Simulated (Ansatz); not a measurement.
# Phonons of AlRh (Pm-3m) against volume, part 2 of 2

Aim: how the phonons of AlRh (Pm-3m) shift with volume, and the thermal expansion that follows.

Ansatz 0.2.0; DFT PBEsol, scalar-relativistic, plane waves, PAW.

So far, highest frequency on the path or at a solved wavevector (cm⁻¹): step 2 (phonons on a q mesh) 413; step 4 (phonons at the other volume, volume ratio 0.97) 434.

## (5) Relaxing at another volume, volume ratio 1.03

The volume is scaled by 1.03 and held; symmetry leaves nothing to relax, so this is a single point. The modes can then be followed against volume.

input.yaml reads:

```yaml
crystal:
  lattice:
    - [3.0013608086, 0.0, 0.0]
    - [0.0, 3.0013608086, 0.0]
    - [0.0, 0.0, 3.0013608086]
  atoms:
    - { symbol: Al, position: [0.0, 0.0, 0.0] }
    - { symbol: Rh, position: [0.5, 0.5, 0.5] }
kpoints:
  mp_grid: { grid: [12, 12, 12] }
hamiltonian:
  xc: pbesol
scf:
  occupations: { method: methfessel_paxton, width: 0.15 }
output:
  forces: true
  stress: true
  eigenvalues: true
```

Launch:

```sh
$ ansatz run input.yaml --threads 4 --pin off --max-ram 7168MiB --backend cpu --events-out ev --progress --plain --runs-dir out
```

Numbers of over 12 decimals in the logs are rounded to 6 here.

The log of the run:

```text
[...]
Crystal: 2 atoms, lattice volume = 27.037 Å³
Basis set: ecut = 420 eV, 515 PW (Γ), exchange–correlation on 48×48×48 points (8 copies of the dense FFT grid, shifted against one another)
Bands: 14, of which v1, the nominal top of the filled ones, is band 10 counted from 1 (9 counted from 0)
Symmetry: 48 space group operations
[...]
k-points: 84 of 1728
[...]
--- Band table (eV; the first three rows and the last of 84) ---
  k-point 0: bands = [... 6 lower, 11.6646, 14.8296, 14.8296, 14.8296, 21.4425, 21.4425, 21.4425, 25.9327]
  k-point 1: bands = [... 6 lower, 11.7072, 14.7022, 14.7022, 14.8428, 20.7201, 21.6763, 21.6763, 25.7186]
  k-point 2: bands = [... 6 lower, 11.8173, 14.3844, 14.3844, 14.8790, 19.3372, 22.3133, 22.3133, 25.1615]
  k-point 83: bands = [... 6 lower, 10.7575, 16.0240, 16.0240, 18.1431, 19.2980, 19.2980, 19.2980, 23.0580]
[key lines of the parts left out:]
SCF converged after 5 iterations
Free energy (F): -6865.455085 eV
Fermi energy:    16.514627 eV
P = ⅓ Tr σ = -5.8677 GPa (-58.677 kbar)
```

The job ended after 0.57 s (4 threads of Arm Neoverse V2, shared host; peak memory 0.3 GiB; 1.6 s of CPU time).

Numbers from this step:

| Item | Value |
| --- | --- |
| pressure | -5.868 GPa |
| volume per atom | 13.52 Å³ |

The run ends at a pressure of -5.87 GPa.

## (6) Phonons at the other volume, volume ratio 1.03

The phonons are repeated at this volume on the same k and q meshes.

input.yaml, the sections that differ from step 5:

```yaml
output:
  eigenvalues: true
phonons:
  method: dfpt
  qmesh: [4, 4, 4]
  temperatures: { t_max: 1000, t_step: 50 }
  qpath:
    path:
      - [[0.0, 0.0, 0.0], [0.0, 0.5, 0.0], [0.5, 0.5, 0.0], [0.0, 0.0, 0.0], [0.5, 0.5, 0.5], [0.0, 0.5, 0.0]]
      - [[0.5, 0.5, 0.5], [0.5, 0.5, 0.0]]
    npoints: 10
# crystal, kpoints, hamiltonian, scf: as in step 5
```

The log of the run:

```text
[...]
Crystal: 2 atoms, lattice volume = 27.037 Å³
Basis set: ecut = 420 eV, 515 PW (Γ), exchange–correlation on 48×48×48 points (8 copies of the dense FFT grid, shifted against one another)
Bands: 14, of which v1, the nominal top of the filled ones, is band 10 counted from 1 (9 counted from 0)
Symmetry: 48 space group operations
k-points: 84 of 1728
[...]
k-point 83: bands = [... 6 lower, 10.7575, 16.0240, 16.0240, 18.1431, 19.2980, 19.2980, 19.2980, 23.0580]
[...]
ASR residual: 2.249e-4 → 0.000e0 eV/Å²; symmetrization residual: 4.068e-6 eV/Å²
  ASR residual per site (eV/Å²): 2.45e-5 2.25e-4
  Γ frequencies (cm⁻¹): 0.00 0.00 0.00 269.52 269.52 269.52
--- Phonons (arbitrary-q DFPT): 10 irreducible q on the 4×4×4 mesh ---
[...]
interpolated dispersion: 62 rows × 6 modes
[...]
[key lines of the parts left out:]
SCF converged after 6 iterations
Free energy (F): -6865.455085 eV
Fermi energy:    16.514630 eV
```

It took 2.3 min on 4 threads; peak memory 1.2 GiB.

Numbers from this step:

```
sum-rule residual before enforcement                       : 2.25e-4 eV/Å²
highest frequency on the path or at a solved wavevector    : 393.7 cm⁻¹
mean frequency                                             : 223.4 cm⁻¹
Debye temperature (second moment)                          : 441 K
logarithmic mean frequency                                 : 207.6 cm⁻¹
highest optical mode at the zone centre (no LO-TO term)    : 269.5 cm⁻¹
lowest optical zone-centre mode                            : 269.5 cm⁻¹
lowest mode on the q mesh (acoustic modes at Γ apart)      : 91.52 cm⁻¹
zero-point energy per atom                                 : 41.54 meV
heat capacity at 300 K                                     : 22.48 J/(mol atoms K)
vibrational entropy at 300 K                               : 26.34 J/(mol atoms K)
edges of the widest gap between branches, on path and mesh : 209.5, 242.8 cm⁻¹
```

The highest optical mode at the zone centre (no LO-TO term) is 269.5 cm⁻¹, -18.9 cm⁻¹ against the base run.

## (7) Grüneisen parameters

The Grüneisen parameter of a mode is minus the logarithmic change of its frequency with volume, −d ln ω / d ln V; weighted by heat capacity it gives the expansion.

Numbers from this step:

```yaml
bulk_modulus: 213.3 GPa
```

The phonon branches at the labelled points (cm⁻¹):

```csv
point,branch 1,branch 2,branch 3,branch 4,branch 5,branch 6
Γ,0,0,0,288,288,288
halfway,97,97,162,284,284,362
X,139,139,222,281,281,413
halfway,144,160,188,270,316,361
M,152,167,167,259,340,340
halfway,121,126,184,277,315,346
Γ,0,0,0,288,288,288
halfway,151,151,189,310,310,326
R,201,201,201,334,334,334
halfway,166,168,183,307,308,345
X,139,139,222,281,281,413
jump to R,201,201,201,334,334,334
halfway,167,187,187,300,336,336
M,152,167,167,259,340,340
```

The same for volume x 0.97:

| point | branch 1 | branch 2 | branch 3 | branch 4 | branch 5 | branch 6 |
| --- | --- | --- | --- | --- | --- | --- |
| Γ | 0 | 0 | 0 | 308 | 308 | 308 |
| X | 148 | 148 | 235 | 297 | 297 | 434 |
| M | 161 | 174 | 174 | 276 | 363 | 363 |
| Γ | 0 | 0 | 0 | 308 | 308 | 308 |
| R | 216 | 216 | 216 | 352 | 352 | 352 |
| X | 148 | 148 | 235 | 297 | 297 | 434 |
| R | 216 | 216 | 216 | 352 | 352 | 352 |
| M | 161 | 174 | 174 | 276 | 363 | 363 |

The same for volume x 1.03:

| point | branch 1 | branch 2 | branch 3 | branch 4 | branch 5 | branch 6 |
| --- | --- | --- | --- | --- | --- | --- |
| Γ | 0 | 0 | 0 | 270 | 270 | 270 |
| X | 130 | 130 | 210 | 265 | 265 | 394 |
| M | 144 | 160 | 160 | 243 | 318 | 318 |
| Γ | 0 | 0 | 0 | 270 | 270 | 270 |
| R | 187 | 187 | 187 | 316 | 316 | 316 |
| X | 130 | 130 | 210 | 265 | 265 | 394 |
| R | 187 | 187 | 187 | 316 | 316 | 316 |
| M | 144 | 160 | 160 | 243 | 318 | 318 |

The first set of phonon branches as a text plot (rows in cm⁻¹):

```
    424 |
    406 |      ***                                      **
    388 |    **   *                                    *
    370 |   *      *                                  *
    352 |           **     ***                      **
    334 |            ******   **     ****   ********      *******
    316 |  *       **      **** *   *   ****      ***      **
    298 |**       *            *** *****             ***     *
    280 |***********       ********                    ***    *
    262 |           *******                                    **
    244 |
    226 |      ***                                      **
    208 |     *   *                           ***      *  *
    190 |    *     *     *****          ******  *******    ***
    172 |           *****     *        * **        **       *****
    154 |   *     *********          ** *            ***      ***
    135 |      *****      ***  *       *               ***
    117 |    **              **     *
     99 |  **                 * *    **
     81 | *                    *    *
     63 |  *                    *  *
     45 |**                      * *
     27 |*                       *
      9 |                         *
         Γ      X      M          Γ            R        X|R     M
```

Mode Grueneisen parameter -dln(w)/dln(V), modes matched by rank; at Γ the acoustic branches take the value of a neighbouring point of the path. The mode Grüneisen parameters at the labelled points ():

```csv
point,branch 1,branch 2,branch 3,branch 4,branch 5,branch 6
Γ,1.65,1.65,1.73,2.23,2.23,2.23
halfway,1.91,1.91,1.85,2.10,2.10,1.82
X,2.22,2.22,1.90,1.89,1.89,1.60
halfway,2.10,1.87,1.55,2.00,2.11,1.88
M,1.96,1.33,1.33,2.12,2.18,2.18
halfway,1.98,1.30,2.07,2.06,2.20,1.69
Γ,1.67,1.12,2.00,2.23,2.23,2.23
halfway,1.85,1.85,1.84,2.05,2.05,1.85
R,2.40,2.40,2.40,1.79,1.79,1.79
halfway,1.88,2.33,1.63,1.97,2.06,1.93
X,2.22,2.22,1.90,1.89,1.89,1.60
jump to R,2.40,2.40,2.40,1.79,1.79,1.79
halfway,2.40,1.81,1.81,1.91,2.01,2.01
M,1.96,1.33,1.33,2.12,2.18,2.18
```

The mode Grüneisen parameters as a text plot (rows in , shown from 1.2 to 2.4 only):

```
   2.38 |                                    ******   *   *  *
   2.33 |                                       *   *
   2.28 |                                   **         **
   2.23 |**     **            ******             *       *
   2.19 |* *   *  *   ********  *   *                *  *     * *
   2.14 | *       *******     ** * ****    *     *   **    *  **
   2.09 |   * *      ** **   ***   *   *             * *       **
   2.04 |  * *    ****   *****  *       *** *     ***  *      *
   1.99 |    **     * * *    *  ***    * ****       *       **  *
   1.94 |         **   *   **       *      *      *** * *   *
   1.90 |   * ****        *   *            *     * **  *** * *
   1.85 |   **   *             *        *   **   * * ** *  **
   1.80 |  **      *                       * ******       *  *
   1.75 |*** *            ***        *** **        *  **
   1.70 | *   *   * *        ** *                      *
   1.65 |*         *             **    *            * *
   1.61 |      ***                                   *  **
   1.56 |            *   *
   1.51 |                            **                       *
   1.46 |           *
   1.41 |            ** *           *                          *
   1.36 |             * *****                                   *
   1.32 |              *     *
   1.27 |                     *    *
         Γ      X      M          Γ            R        X|R     M
```

(dS/dlnV)/C_V. Thermodynamic Grueneisen parameter against temperature:

| temperature (K) | thermodynamic Grueneisen parameter |
| --- | --- |
| 50 | 1.86 |
| 100 | 1.90 |
| 150 | 1.92 |
| 200 | 1.92 |
| 250 | 1.92 |
| 300 | 1.93 |
| 350 | 1.93 |
| 400 | 1.93 |
| 450 | 1.93 |
| 500 | 1.93 |
| 550 | 1.93 |
| 600 | 1.93 |
| 650 | 1.93 |
| 700 | 1.93 |
| 750 | 1.93 |
| 800 | 1.93 |
| 850 | 1.93 |
| 900 | 1.93 |
| 950 | 1.93 |
| 1000 | 1.93 |

Gamma C_V/(B V) at the static volume. Table of volume expansion by temperature:

| temperature (K) | volume expansion (1e-6/K) |
| --- | --- |
| 50 | 3.56 |
| 100 | 12.5 |
| 150 | 18.7 |
| 200 | 22.1 |
| 250 | 24.1 |
| 300 | 25.4 |
| 350 | 26.1 |
| 400 | 26.7 |
| 450 | 27.0 |
| 500 | 27.3 |
| 550 | 27.5 |
| 600 | 27.7 |
| 650 | 27.8 |
| 700 | 27.9 |
| 750 | 28.0 |
| 800 | 28.0 |
| 850 | 28.1 |
| 900 | 28.1 |
| 950 | 28.2 |
| 1000 | 28.2 |

## (8) Results

| Property | Result |
| --- | --- |
| bulk modulus | 213 GPa |
| thermodynamic Grüneisen parameter at 300 K | 1.925 |
| volume expansion at 300 K, estimated | 25.35 × 10⁻⁶ K⁻¹ |

By this estimate the volume grows by 25.4 × 10⁻⁶ per kelvin at 300 K. The highest optical mode at Γ goes from 308 to 270 cm⁻¹ as the cell grows, a Grüneisen parameter of 2.23. Mode parameters on the path run from 1.1 to 2.4, with a median of 2.0. Branches are matched by rank, so values near crossings are rough. The expansion is the Grüneisen estimate at the static volume, with the static bulk modulus. With no gap, or one that is small against the smearing, the frequencies hang on the k mesh and the smearing, most of all near Kohn anomalies.

[Logs are printed without paths, hosts, clocks, repeated set-up lines and the standing remarks that a program may print on its own settings, such as how far it seeks lower states.]

[Hosts, paths, dates, database ids (printed as entryN), source tags and the programs' standing remarks are cut or masked in the printed files.]
